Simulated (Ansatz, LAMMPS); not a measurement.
# Static equation of state of amorphous poly(vinyl chloride) (as short chains C18Cl8H30), from a frame at 500 K, (112 atoms)

Density of this cell: 1.37 g/cm³. The cell holds 112 atoms: 36 C, 16 Cl and 60 H. Cell: a = 10.996 Å, b = 11.428 Å, c = 10.327 Å, α = 91.6°, β = 83.1°, γ = 91.0°. The starting structure: 2 poly(vinyl chloride) chains of 8 units with methyl end groups placed at random, at 1.24 g/cm³; overlaps pushed apart, then 20 ps at 800 K with MMFF94 bonds, angles, torsions, charges and radii (Halgren, J. Comput. Chem. 17, 490 (1996)) in harmonic and 12-6 forms. Snapshot after 30 ps at 500 K and fixed volume.

Calculated with Ansatz 0.2.0: Kohn-Sham DFT, PBE+D3(BJ), PAW (set soft_2), plane waves; cutoff 420 eV, Γ point, fermi-dirac smearing of 0.05 eV. Cell and atoms were relaxed first, to V0 = 11.498 Å³ an atom at a residual P0 = 0.016 GPa. The cell was then scaled evenly, and the atoms were relaxed at each volume.

| volume (Å³/atom) | pressure (GPa) |
| --- | --- |
| 10.349 | ? |
| 10.808 | 0.4872 |
| 11.153 | 0.2053 |
| 11.843 | -0.1253 |
| 12.188 | -0.2817 |

Task: Fit the third-order Birch–Murnaghan equation to the rows given and extrapolate to the withheld row.

**Working.**

Take the Eulerian strain f = ½[(V0/V)^(2/3) − 1] and the normalised pressure F = (P − P0) / [3f(1 + 2f)^(5/2)]. The third-order Birch–Murnaghan equation is then the line F = B0 + (3/2)B0(B′ − 4) f, so u = f and v = F.

```
      u = f  v = F (GPa)
  0.0210563      6.72461
  0.0102568      5.83959
-0.00975631      5.08005
 -0.0190505      5.74385
```

With n = 4: mean u = 6.2659e-4, mean v = 5.84703, Σ(u − ū)² = 0.0010051, Σ(u − ū)(v − v̄) = 0.027851. Slope b = 0.027851 / 0.0010051 = 27.709; intercept a = v̄ − b ū = 5.8297.

So B0 = a = 5.83 GPa and B′ = 4 + 2b/(3a) = 7.17. At the withheld volume f = 0.03638, F = a + b f = 6.838 GPa, and P = P0 + 3f(1 + 2f)^(5/2) F.

Prediction at 10.349: 0.9058 GPa. The run gave 1.014 GPa, so the fit is low by 0.11 GPa (11 % of the value).

The series isn't one smooth equation of state: even a line fitted to all rows, the withheld one included, misses F by up to 10.3 %. B0 and B′ are then only the numbers of this fit, not moduli of the material. Among the rows given, the largest miss of the fit is at 12.188, by 0.023 GPa (1.8 % of the range of the table).

Limits: Static cells at zero temperature; the cell shape is held. The program notes that the SCF threshold of these relaxations is loose for the stress. The network of contacts between molecules at the start is that of the classical potential that made the cell, and needn't be the one that DFT or experiment would give. Only the Γ point is sampled, in a cell whose shortest periodic width is 10 Å.

[Logs are printed without paths, hosts, clocks, repeated set-up lines and the standing remarks that a program may print on its own settings, such as how far it seeks lower states.]

[Hosts, paths, dates, database ids (printed as entryN), source tags and the programs' standing remarks are cut or masked in the printed files.]

[The MMFF94 radii named for the starting cell were scaled by 0.96; in molecules described by MMFF94, hydrogen bound to N, O or S took a small fixed 12-6 site in their place.]
